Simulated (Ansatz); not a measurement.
Rows from a G0W0 calculation on Sb2Se3 (quintuple layer) (Ansatz 0.2.0; G0W0 on PBE, plane waves, PAW; PAW set soft_1; 6×6×1 mesh, 629 empty bands, screening to 65 eV, PAW set soft_1 files), in eV. Spin-orbit coupling is left out.

```csv
row,Σx,Σc,Vxc,Z
A,-10.07,-3.00,-13.36,0.73
B,-16.14,0.97,-15.02,0.71
C,-9.58,-2.94,-12.77,0.74
D,-10.42,-3.08,-13.82,0.72
E,-14.62,0.28,-14.22,0.72
F,-10.15,-2.98,-13.42,0.73
```

Q: Which rows are filled states and which are empty ones, and how can one tell?

Filled: B and E. Empty: A, C, D and F. The sign of Σc tells: for a filled state bare exchange, which holds its interaction with itself, lies below Vxc (Σx − Vxc is -0.4 eV or lower here) and screening gives part back as a positive Σc. For an empty state Σx lies above Vxc (+3.2 eV or more) and the Coulomb hole leaves Σc negative.

[Paths, hosts, dates, memory and timing lines, banners, echoed tables and standing remarks are left out of the program output.]

[Logs are printed without paths, hosts, clocks, repeated set-up lines and the standing remarks that a program may print on its own settings, such as how far it seeks lower states.]

[Runs of the session that timed out or met a known fault of the program may be left out.]

[Cells called generated may have been cut or substituted from an entry of the Crystallography Open Database or the Materials Project.]

[Hosts, paths, dates, database ids (printed as entryN), source tags and the programs' standing remarks are cut or masked in the printed files.]
